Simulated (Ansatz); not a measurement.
# KZnBrF2: complex band structure, part 2 of 2

Aim: relax a made-up compound, KZnBrF2, and see how good a tunnel barrier it would be. It is built by putting Br for part of the F in the KZnF3 structure of space group Pm-3m, with the volume rescaled by atomic radii. The parent structure comes from the Materials Project.

Ansatz 0.2.0; PBEsol DFT, plane waves, PAW files (the session's first sound run).

So far, gap on path (eV): step 3 (the bulk crystal and its band edges, PBEsol) 2.43; step 6 (r2SCAN, cutoff 500 eV) 3.28.

The structure was built from a prototype and need not be the compound's stable phase.

### Step 7. Complex bands at another level, cutoff 500 eV (continued)

K parallel (0, -0.5); values up to 1.5 1/Å, a degenerate pair printed once or twice; energies at which all values exceed this have no row. Table of Im kz of the slowest decaying states by energy, zero at the highest filled level on the SCF mesh:

```tsv
energy (eV)	decay 1 (Å⁻¹)	decay 2 (Å⁻¹)	decay 3 (Å⁻¹)	decay 4 (Å⁻¹)
-1.00	0.310	0.632	0.639	0.650
-0.61	0.0583	0.559	0.704	0.721
-0.22	0.249	0.251	0.275	0.697
0.04	0.120	0.298	0.321	0.337
0.17	0.243	0.316	0.348	0.360
0.43	0.345	0.372	0.393	0.395
0.82	0.376	0.431	0.444	0.483
1.21	0.397	0.455	0.482	0.549
1.60	0.412	0.473	0.510	0.589
1.99	0.422	0.485	0.531	0.612
2.38	0.428	0.493	0.546	0.623
2.77	0.431	0.498	0.555	0.625
3.03	0.432	0.499	0.559	0.622
3.42	0.431	0.500	0.559	0.613
3.81	0.427	0.498	0.555	0.598
4.20	0.420	0.494	0.546	0.571
```

At the listed wavevectors the last open channel is at -0.09 eV and the next at +3.29 eV on the grid. At +1.60 eV, the grid energy nearest the filling level (the middle of the gap on the SCF mesh), the slowest state at the listed wavevectors decays with κ = 0.351 Å⁻¹, its amplitude falling by e over 2.9 Å; the first such run, plane (110), gave 0.296 Å⁻¹ over as many of its listed wavevectors.

### Step 8. A check of the settings

This step: r2SCAN DFT, plane waves, PAW files; complex bands by layer matching along the plane's normal; changed: hamiltonian.xc = "r2scan", scf.eigensolver.kind = "davidson", basis.precision = "f64" (Ansatz 0.2.0).

This run repeats an earlier one, its twin (the complex run, plane (110)), with three settings changed (hamiltonian.xc, scf.eigensolver.kind, basis.precision; files written aside). It is meant to test how much rests on the functional, whether the numerical route changes the result or only the time and how the run responds. Where the input is shown as a difference, that is against the step before, not the twin.

input.yaml reads:

```yaml
crystal:
  lattice:
    - [5.969729872, 0.0, 0.0]
    - [0.0, 5.032367342, 0.0]
    - [2.984864936, 0.0, 2.984864936]
  atoms:
    - { symbol: K, position: [0.0, 0.0, 0.0] }
    - { symbol: Zn, position: [0.5, 0.5, 0.0] }
    - { symbol: F, position: [0.5, 0.5, 0.5] }
    - { symbol: Br, position: [0.5, 0.0, 0.0] }
    - { symbol: F, position: [0.0, 0.5, 0.5] }
kpoints:
  mp_grid: { grid: [8, 6, 8] }
scf:
  occupations: { method: fixed }
  eigensolver: { kind: davidson }
hamiltonian:
  xc: r2scan
output:
  eigenvalues: true
  transmission:
    leads: [[0, 0]]
    kpoints: [[0.0, 0.0], [0.0, -0.5], [0.5, 0.0]]
    e_range: [-1.0, 3.43]
    de: 0.11
basis:
  precision: f64
```

On the command line:

```bash
> ansatz run input.yaml --threads 2 --pin off --max-ram 4096MiB --backend cpu --events-out ev --progress --plain --runs-dir out
```

Run time: 64 s. Hardware: 2 threads of Arm Neoverse V2, shared host; peak memory 1.1 GiB; 2.1 min of CPU time.

This step gave:

```
decay constant at the filling level, zone centre          : 0.3498 Å⁻¹
decay constant at the filling level, slowest listed point : 0.3498 Å⁻¹
```

K parallel (0, 0); values up to 1.5 1/Å, a degenerate pair printed once or twice; energies at which all values exceed this have no row. The Im kz of the slowest decaying states by energy, zero at the highest filled level on the SCF mesh:

```tsv
energy (eV)	decay 1 (Å⁻¹)	decay 2 (Å⁻¹)	decay 3 (Å⁻¹)	decay 4 (Å⁻¹)
-1.00	0.189	0.257	0.345	0.359
-0.78	0.311	0.319	0.392	0.491
-0.56	0.0505	0.0507	0.105	0.36
-0.34	0.172	0.238	0.336	0.390
-0.12	0.228	0.317	0.414	0.426
-0.01	0.248	0.346	0.424	0.445
0.10	0.265	0.371	0.433	0.448
0.32	0.293	0.414	0.449	0.451
0.54	0.314	0.449	0.452	0.462
0.76	0.330	0.450	0.473	0.478
0.98	0.341	0.447	0.483	0.503
1.20	0.349	0.442	0.491	0.525
1.42	0.352	0.437	0.497	0.543
1.64	0.350	0.432	0.503	0.560
1.86	0.342	0.429	0.507	0.575
2.08	0.327	0.426	0.511	0.587
2.30	0.306	0.425	0.513	0.587
2.52	0.277	0.424	0.515	0.582
2.74	0.240	0.423	0.516	0.576
2.96	0.190	0.422	0.517	0.568
3.18	0.110	0.420	0.516	0.559
3.40	0.417	0.516	0.549	0.635
```

K parallel (0, -0.5); values up to 1.5 1/Å, a degenerate pair printed once or twice; energies at which all values exceed this have no row. Table of Im kz of the slowest decaying states by energy, zero at the highest filled level on the SCF mesh:

```tsv
energy (eV)	decay 1 (Å⁻¹)	decay 2 (Å⁻¹)	decay 3 (Å⁻¹)	decay 4 (Å⁻¹)
-1.00	0.310	0.631	0.639	0.650
-0.78	0.472	0.647	0.684	0.689
-0.56	0.04	0.0449	0.113	0.203
-0.34	0.207	0.217	0.231	0.660
-0.12	0.270	0.281	0.303	0.710
-0.01	0.290	0.310	0.328	0.712
0.10	0.188	0.307	0.334	0.348
0.32	0.326	0.334	0.375	0.381
0.54	0.355	0.406	0.409	0.410
0.76	0.372	0.426	0.437	0.470
0.98	0.385	0.442	0.461	0.514
1.20	0.397	0.455	0.481	0.548
1.42	0.406	0.465	0.498	0.574
1.64	0.413	0.474	0.513	0.592
1.86	0.419	0.481	0.525	0.606
2.08	0.424	0.487	0.535	0.616
2.30	0.427	0.492	0.543	0.622
2.52	0.430	0.495	0.550	0.625
2.74	0.431	0.497	0.555	0.625
2.96	0.432	0.499	0.558	0.623
3.18	0.432	0.500	0.559	0.620
3.40	0.431	0.500	0.559	0.614
```

K parallel (0.5, 0); values up to 1.5 1/Å, a degenerate pair printed once or twice; energies at which all values exceed this have no row. Im kz of the slowest decaying states against energy, zero at the highest filled level on the SCF mesh:

```tsv
energy (eV)	decay 1 (Å⁻¹)	decay 2 (Å⁻¹)	decay 3 (Å⁻¹)	decay 4 (Å⁻¹)
-1.00	0.142	0.273	0.441	0.696
-0.78	0.165	0.331	0.569	0.875
-0.56	0.292	0.372	0.643	0.894
-0.34	0.345	0.403	0.690	0.911
-0.12	0.380	0.427	0.722	0.928
-0.01	0.393	0.438	0.734	0.936
0.10	0.405	0.448	0.745	0.943
0.32	0.424	0.465	0.762	0.957
0.54	0.440	0.479	0.774	0.970
0.76	0.452	0.490	0.783	0.981
0.98	0.463	0.500	0.789	0.991
1.20	0.472	0.507	0.793	1.00
1.42	0.479	0.512	0.795	1.01
1.64	0.484	0.515	0.796	1.02
1.86	0.489	0.516	0.795	1.02
2.08	0.492	0.516	0.792	1.01
2.30	0.494	0.514	0.789	0.978
2.52	0.495	0.511	0.785	0.958
2.74	0.493	0.507	0.779	0.940
2.96	0.487	0.505	0.773	0.923
3.18	0.477	0.503	0.766	0.907
3.40	0.463	0.502	0.758	0.892
```

The least decay constant is 0.350 Å⁻¹ against 0.296 Å⁻¹ in the twin: a change of +18 %, at 1.6 times the CPU time.

### Step 9. What came out

```yaml
band_gap: 2.43 eV
least_decay_constant_at_mid_gap_normal_to_110: 0.296 Å⁻¹
least_decay_constant_on_a_mesh_normal_to_110: 0.296 Å⁻¹
least_decay_constant_r2scan: 0.351 Å⁻¹
```

With PBEsol, the slowest decay at the wavevectors tried is κ = 0.296 Å⁻¹, normal to (110). Through such a film the transmission near mid-gap falls as exp(−2κd), a factor of ten every 3.9 Å. A free electron under a barrier of half the gap would need a mass of 0.28 mₑ to decay at this rate. With r2SCAN the gap goes from 2.43 to 3.28 eV and the decay constant, over the first 2 listed wavevectors, from 0.296 to 0.351 Å⁻¹. The compound is made up by substitution; its stability against other phases and against distortions of the cell's symmetry was not tested. A semilocal functional narrows gaps, so real decay constants are likely larger.

[Logs are printed without paths, hosts, clocks, repeated set-up lines and the standing remarks that a program may print on its own settings, such as how far it seeks lower states.]

[Hosts, paths, dates, database ids (printed as entryN), source tags and the programs' standing remarks are cut or masked in the printed files.]
